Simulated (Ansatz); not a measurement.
# FeAs (Westerveldite): E(q) by the generalised Bloch theorem, part 2 of 2

Does a spiral lie below the collinear start of FeAs (Westerveldite), and how stiff are the moments?

Ansatz 0.2.0; PBEsol, PAW set soft_1 (files made for PBE).

So far. Step 4 (Collinear start 3: antiferro +-+-): It ends antiferromagnetic, with 1.22 μB on the largest site. Step 6 (The same state on a denser mesh): The run ends antiferromagnetic, with a net moment of 0 μB a cell.

The database entry behind the starting cell differs from later determinations by our own check (old inner coordinates), so it need not match the best structure at ambient conditions.

### 7. q = (0, 0, 0)

Level of this step: Ansatz DFT, spin spiral by the generalised Bloch theorem, no spin-orbit coupling; PBEsol, PAW set soft_1; PAW set soft_1 (Ansatz).

The reference is the same input at q = 0, so that basis and exchange-correlation form match those at other q. Every q is chosen so that q/2 is a mesh vector: every spiral then samples the k-points of q = 0, and much mesh noise cancels.

Contents of input.yaml:

```yaml
crystal:
  lattice:
    - [5.439, 0.0, 0.0]
    - [0.0, 3.373, 0.0]
    - [0.0, 0.0, 6.028]
  atoms:
    - { symbol: Fe, position: [0.99, 0.75, 0.19], spin: 1.22, spin_axis: [1.0, 0.0, 0.0] }
    - { symbol: Fe, position: [0.01, 0.25, 0.81], spin: 1.22, spin_axis: [-1.0, 0.0, 0.0] }
    - { symbol: Fe, position: [0.51, 0.25, 0.69], spin: 1.22, spin_axis: [1.0, 0.0, 0.0] }
    - { symbol: Fe, position: [0.49, 0.75, 0.31], spin: 1.22, spin_axis: [-1.0, 0.0, 0.0] }
    - { symbol: As, position: [0.8, 0.75, 0.58] }
    - { symbol: As, position: [0.2, 0.25, 0.42] }
    - { symbol: As, position: [0.7, 0.25, 0.08] }
    - { symbol: As, position: [0.3, 0.75, 0.92] }
kpoints:
  mp_grid: { grid: [8, 12, 8] }
hamiltonian:
  xc: pbesol
  pseudopotentials: { kind: paw, azcp: { folder: soft_1 }, xc_functional: pbe }
scf:
  occupations: { method: fermi_dirac, width: 0.05 }
  max_iter: 120
  convergence: { dr2_threshold: 1.0e-08 }
  lower_state_search: "off"
basis:
  ecutwfc: 420.0
magnetization:
  noncollinear: true
  spin_spiral: { q: [0.0, 0.0, 0.0] }
checkpoint:
  read: start
```

The run is started by

```sh
$ ansatz run input.yaml --threads 2 --pin off --max-ram 5632MiB --backend cpu --events-out ev --progress --plain --runs-dir out
```

Numbers of over 12 decimals in the logs are rounded to 6 here.

The program printed:

```text
Warning: checkpoint.read: spin treatment differs: saved collinear, current noncollinear; the saved charge density seeds this run and the saved magnetisation is carried along the axis that this deck's starting moments share; the saved density holds an absolute magnetisation of 5.4e0 μB; saved orbitals and DFT+U occupations are not carried; the saved PAW projector densities are carried along that axis
Warning: checkpoint.read: magnetization.spin_spiral differs: saved none, current q = [0, 0, 0]; the saved state is no spin spiral's: the SCF starts from none of its orbitals and from its density, each atom's moment turned about z as a whole to its place on this deck's spiral. A spiral's own state at q: [0, 0, 0] serves better
[...]
Crystal: 8 atoms, lattice volume = 110.588 Å³
Basis set: ecut = 420 eV, 2189 PW (Γ)
Bands: 150, of which v1, the nominal top of the filled ones, is band 124 counted from 1 (123 counted from 0)
Symmetry: 4 space group operations
k-points: 175 of 768
Spin spiral: q = (0, 0, 0) of the reciprocal vectors; moments are told in the frame that turns with it, a site's in that at the site
[...]
SCF iter   1: F=—  HF=-37049.612959 eV  |F-HF|=—  |Δ(HF+E_count)|=         —  Δρ=3.06e-5  dr2=2.60e-7  dr2_m=1.87e-7  ethr=7.41e-8  |M|=1.59e-6 ∫|m|=5.40e0 μB  |m|>n=0.0e0 m-floor=0.0e0 τ_xc=1.6e-15 mc-row=0.0e0  β_m=0.30  ⟨swp⟩=3.3  Hψ=164377  notcnv=0
[...]
spin=Noncollinear: Kerker preconditioning applied to the charge; magnetization (m_x, m_y, m_z) channels mix plain (no charge-response kernel on spin).
SCF iter   2: F=—  HF=-37049.612844 eV  |F-HF|=—  |Δ(HF+E_count)|=   1.15e-4  Δρ=2.09e-5  dr2=1.03e-7  dr2_m=1.11e-7  ethr=2.10e-10  |M|=3.99e-6 ∫|m|=5.40e0 μB  |m|>n=0.0e0 m-floor=0.0e0 τ_xc=8.3e-9 mc-row=0.0e0  β_m=0.60  ⟨swp⟩=2.2  Hψ=47257  notcnv=0
[...]
SCF iter   7: F=-37049.612844 eV  HF=-37049.612844 eV  |F-HF|=6.86e-9  |Δ(HF+E_count)|=  2.18e-11  Δρ=2.67e-6  dr2=6.41e-9  dr2_m=9.61e-10  ethr=8.06e-12  |M|=1.60e-7 ∫|m|=5.40e0 μB  |m|>n=0.0e0 m-floor=0.0e0 τ_xc=2.3e-9 mc-row=0.0e0  ⟨swp⟩=1.9  Hψ=56678  notcnv=0
SCF 1 converged in 7 iterations: F = -37049.612844 eV  dr2 = 6.41e-9
[...]
SCF converged after 7 iterations
Magnetization: |M| = 0.0000 μB,  M = (-0.0000, -0.0000, +0.0000) μB
Absolute magnetization: 5.4066 μB (∫|m|, with the PAW one-centre terms)
  site 0: m = (+1.2171, +0.0000, +0.0000) μB, |m| = 1.2171 μB  (R = 0.97 Å)
  site 1: m = (-1.2171, -0.0000, +0.0000) μB, |m| = 1.2171 μB  (R = 0.97 Å)
  site 2: m = (+1.2171, +0.0000, +0.0000) μB, |m| = 1.2171 μB  (R = 0.97 Å)
  site 3: m = (-1.2171, -0.0000, +0.0000) μB, |m| = 1.2171 μB  (R = 0.97 Å)
  site 4: m = (-0.0043, -0.0000, +0.0000) μB, |m| = 0.0043 μB  (R = 0.97 Å)
  site 5: m = (+0.0043, -0.0000, +0.0000) μB, |m| = 0.0043 μB  (R = 0.97 Å)
  site 6: m = (-0.0043, -0.0000, +0.0000) μB, |m| = 0.0043 μB  (R = 0.97 Å)
  site 7: m = (+0.0043, -0.0000, +0.0000) μB, |m| = 0.0043 μB  (R = 0.97 Å)
Free energy (F): -37049.612844 eV
[...]
Internal energy: -37049.583862 eV  (E = F + TS)
E sigma→0 (E₀):  -37049.598353 eV
Entropy (-TS):   -0.028982 eV (-3.623 meV/atom)
Fermi energy:    15.831688 eV
[...]
```

The job ended after 17 min (2 threads of Arm Neoverse N1, shared host; peak memory 4.1 GiB).

The largest moment is 1.22 μB, against 1.22 μB in the collinear run.

### 8. q = (-0.5, -0.5, 0)

Only q changes. The cell stays that of the crystal, since the generalised Bloch theorem carries the rotation from cell to cell.

input.yaml: that of step 7 with these lines changed.

```diff
@@ -28,3 +28,3 @@
   noncollinear: true
-  spin_spiral: { q: [0.0, 0.0, 0.0] }
+  spin_spiral: { q: [-0.5, -0.5, 0.0] }
 checkpoint:
```

The program printed:

```text
Warning: checkpoint.read: spin treatment differs: saved collinear, current noncollinear; the saved charge density seeds this run and the saved magnetisation is carried along the axis that this deck's starting moments share; the saved density holds an absolute magnetisation of 5.4e0 μB; saved orbitals and DFT+U occupations are not carried; the saved PAW projector densities are carried along that axis
Warning: checkpoint.read: magnetization.spin_spiral differs: saved none, current q = [-0.5, -0.5, 0]; the saved state is no spin spiral's: the SCF starts from none of its orbitals and from its density, each atom's moment turned about z as a whole to its place on this deck's spiral. A spiral's own state at q: [0, 0, 0] serves better. It can stay in the state that the saved wavevector led to. Under scf.lower_state_sear [...]
Engine: ansatz 0.2.0, aarch64-unknown-linux-gnu
Pseudopotentials: kind: paw
Pseudopotential: Fe, paw, valence charge 16, recommended cutoff 420 eV (normal), soft_1/Fe.paw.azcp
Pseudopotential: As, paw, valence charge 15, recommended cutoff 420 eV (normal), soft_1/As.paw.azcp
Functional definition: PBEsol
  exchange = pbesol_x
  correlation = pbesol_c
Crystal: 8 atoms, lattice volume = 110.588 Å³
Basis set: ecut = 420 eV, 2189 PW (Γ)
Bands: 150, of which v1, the nominal top of the filled ones, is band 124 counted from 1 (123 counted from 0)
Symmetry: 1 space group operations
k-points: 388 of 768
Spin spiral: q = (-0.5, -0.5, 0) of the reciprocal vectors; moments are told in the frame that turns with it, a site's in that at the site
Non-local potential: Fe, projectors of the file, l = 0: 3, l = 1: 2, l = 2: 3, l = 3: 1
Non-local potential: As, projectors of the file, l = 0: 2, l = 1: 2, l = 2: 3, l = 3: 1
PAW form: soft (Blöchl's): semilocal exchange-correlation on the pseudo side does not see the compensation charge
PAW frozen core: Fe, regenerated for the run's functional, and the local potential with it (the file was generated under x = pbe(κ = 0.804, μ = 0.219515), c = pbe(β = 0.066725))
PAW frozen core: As, regenerated for the run's functional, and the local potential with it (the file was generated under x = pbe(κ = 0.804, μ = 0.219515), c = pbe(β = 0.066725))
PAW one-centre angular grid: Fe, 590 points (default); XC on 64 Gauss nodes
PAW one-centre angular grid: As, 590 points (default); XC on 64 Gauss nodes
Initial density: read from a saved state, or passed on in memory by an earlier SCF of this step, an earlier step, the calling program or the single point that the run made first
Starting moments: Σ|m| = 4.88 μB on 4 of 8 sites; this step starts from the density that it was given
Initial wavefunctions: pseudopotential atomic-orbital guess
Functional: x = pbesol(κ = 0.804, μ = 0.123457), c = pbesol(β = 0.046)
iter 1 solved again at ethr=7.26e-5 eV; its pass at ethr=1.00e-1 eV (dr2=9.00e-2 eV) is discarded
SCF iter   1: F=—  HF=-37049.321736 eV  |F-HF|=—  |Δ(HF+E_count)|=         —  Δρ=1.72e-2  dr2=8.74e-2  dr2_m=8.78e-2  ethr=7.26e-5  |M|=4.69e-6 ∫|m|=5.17e0 μB  |m|>n=0.0e0 m-floor=0.0e0 τ_xc=2.0e-2 mc-row=0.0e0  β_m=0.30  ⟨swp⟩=8.0  Hψ=395300  notcnv=12  reapply=51
preconditioner: auto → Kerker (q_TF=auto, 2.781 Å⁻¹)  [metal: Δε(μ)=0.000 eV  Ē_g=6.915 eV  σ=0.050 eV  W_gap=0.00  n_scr=38 (ndim 8)  ℏωp=25.5 eV  f_vac=0.000  D(μ)=9.09/eV (n_scr^D=100)]
spin=Noncollinear: Kerker preconditioning applied to the charge; magnetization (m_x, m_y, m_z) channels mix plain (no charge-response kernel on spin).
SCF iter   2: F=—  HF=-37049.337431 eV  |F-HF|=—  |Δ(HF+E_count)|=   1.57e-2  Δρ=1.24e-2  dr2=3.70e-2  dr2_m=5.59e-2  ethr=7.05e-5  |M|=1.27e-5 ∫|m|=5.12e0 μB  |m|>n=0.0e0 m-floor=0.0e0 τ_xc=1.5e-2 mc-row=0.0e0  β_m=0.65  ⟨swp⟩=2.0  Hψ=111631  notcnv=0  defer=4
iter 3 solved again at ethr=1.88e-6 eV; its pass at ethr=2.98e-5 eV (dr2=2.33e-3 eV) is discarded
SCF iter   3: F=—  HF=-37049.383946 eV  |F-HF|=—  |Δ(HF+E_count)|=   4.65e-2  Δρ=6.77e-3  dr2=2.30e-3  dr2_m=1.31e-2  ethr=1.88e-6  |M|=3.50e-4 ∫|m|=4.92e0 μB  |m|>n=0.0e0 m-floor=0.0e0 τ_xc=1.7e-2 mc-row=0.0e0  β_m=0.82  ⟨swp⟩=2.3  Hψ=258296  notcnv=0  defer=20
```

Elapsed: 36 min, on 2 threads; peak memory 5.4 GiB.

The run was cut off at the time left to it in the session, and no result is taken from it.

### 9. q = (-0.5, -0.333, 0)

input.yaml: that of step 8 with these lines changed.

```diff
@@ -28,3 +28,3 @@
   noncollinear: true
-  spin_spiral: { q: [-0.5, -0.5, 0.0] }
+  spin_spiral: { q: [-0.5, -0.33333333, 0.0] }
 checkpoint:
```

The program printed:

```text
Warning: checkpoint.read: spin treatment differs: saved collinear, current noncollinear; the saved charge density seeds this run and the saved magnetisation is carried along the axis that this deck's starting moments share; the saved density holds an absolute magnetisation of 5.4e0 μB; saved orbitals and DFT+U occupations are not carried; the saved PAW projector densities are carried along that axis
[...]
SCF iter   2: F=—  HF=-37049.415265 eV  |F-HF|=—  |Δ(HF+E_count)|=   1.34e-2  Δρ=1.05e-2  dr2=1.99e-2  dr2_m=3.93e-2  ethr=3.52e-5  |M|=1.52e-5 ∫|m|=5.16e0 μB  |m|>n=0.0e0 m-floor=0.0e0 τ_xc=1.5e-2 mc-row=0.0e0  β_m=0.65  ⟨swp⟩=2.1  Hψ=107482  notcnv=0  defer=22
iter 3 solved again at ethr=1.05e-6 eV; its pass at ethr=1.60e-5 eV (dr2=1.31e-3 eV) is discarded
SCF iter   3: F=—  HF=-37049.446579 eV  |F-HF|=—  |Δ(HF+E_count)|=   3.13e-2  Δρ=5.24e-3  dr2=1.29e-3  dr2_m=7.50e-3  ethr=1.05e-6  |M|=4.98e-4 ∫|m|=4.99e0 μB  |m|>n=0.0e0 m-floor=0.0e0 τ_xc=1.8e-2 mc-row=0.0e0  β_m=0.82  ⟨swp⟩=3.0  Hψ=261621  notcnv=0  defer=22
```

It took 36 min on 2 threads; peak memory 5.3 GiB.

The run was cut off at the time left to it in the session, and no result is taken from it.

### 10. q = (-0.5, -0.167, 0)

input.yaml: that of step 9 with these lines changed.

```diff
@@ -28,3 +28,3 @@
   noncollinear: true
-  spin_spiral: { q: [-0.5, -0.33333333, 0.0] }
+  spin_spiral: { q: [-0.5, -0.16666667, 0.0] }
 checkpoint:
```

The program printed:

```text
Warning: checkpoint.read: spin treatment differs: saved collinear, current noncollinear; the saved charge density seeds this run and the saved magnetisation is carried along the axis that this deck's starting moments share; the saved density holds an absolute magnetisation of 5.4e0 μB; saved orbitals and DFT+U occupations are not carried; the saved PAW projector densities are carried along that axis
[...]
spin=Noncollinear: Kerker preconditioning applied to the charge; magnetization (m_x, m_y, m_z) channels mix plain (no charge-response kernel on spin).
SCF iter   2: F=—  HF=-37049.539743 eV  |F-HF|=—  |Δ(HF+E_count)|=   8.56e-3  Δρ=6.78e-3  dr2=4.57e-3  dr2_m=1.79e-2  ethr=7.77e-6  |M|=8.12e-6 ∫|m|=5.23e0 μB  |m|>n=0.0e0 m-floor=0.0e0 τ_xc=1.5e-2 mc-row=0.0e0  β_m=0.63  ⟨swp⟩=2.4  Hψ=107827  notcnv=0  defer=132
SCF iter   3: F=—  HF=-37049.555466 eV  |F-HF|=—  |Δ(HF+E_count)|=   1.57e-2  Δρ=3.27e-3  dr2=9.04e-4  dr2_m=3.17e-3  ethr=3.69e-6  |M|=2.87e-4 ∫|m|=5.09e0 μB  |m|>n=0.0e0 m-floor=0.0e0 τ_xc=1.8e-2 mc-row=0.0e0  β_m=0.82  ⟨swp⟩=4.3  Hψ=160376  notcnv=0  defer=74
```

Wall time 36 min (2 threads); peak memory 5.2 GiB.

The run was cut off at the time left to it in the session, and no result is taken from it.

[Logs and program files are shortened in this print: banners, set-up blocks, solver, clock and traceback lines can be left out without a mark of their own.]

[Logs are printed without paths, hosts, clocks, repeated set-up lines and the standing remarks that a program may print on its own settings, such as how far it seeks lower states.]

[Hosts, paths, dates, database ids (printed as entryN), source tags and the programs' standing remarks are cut or masked in the printed files.]
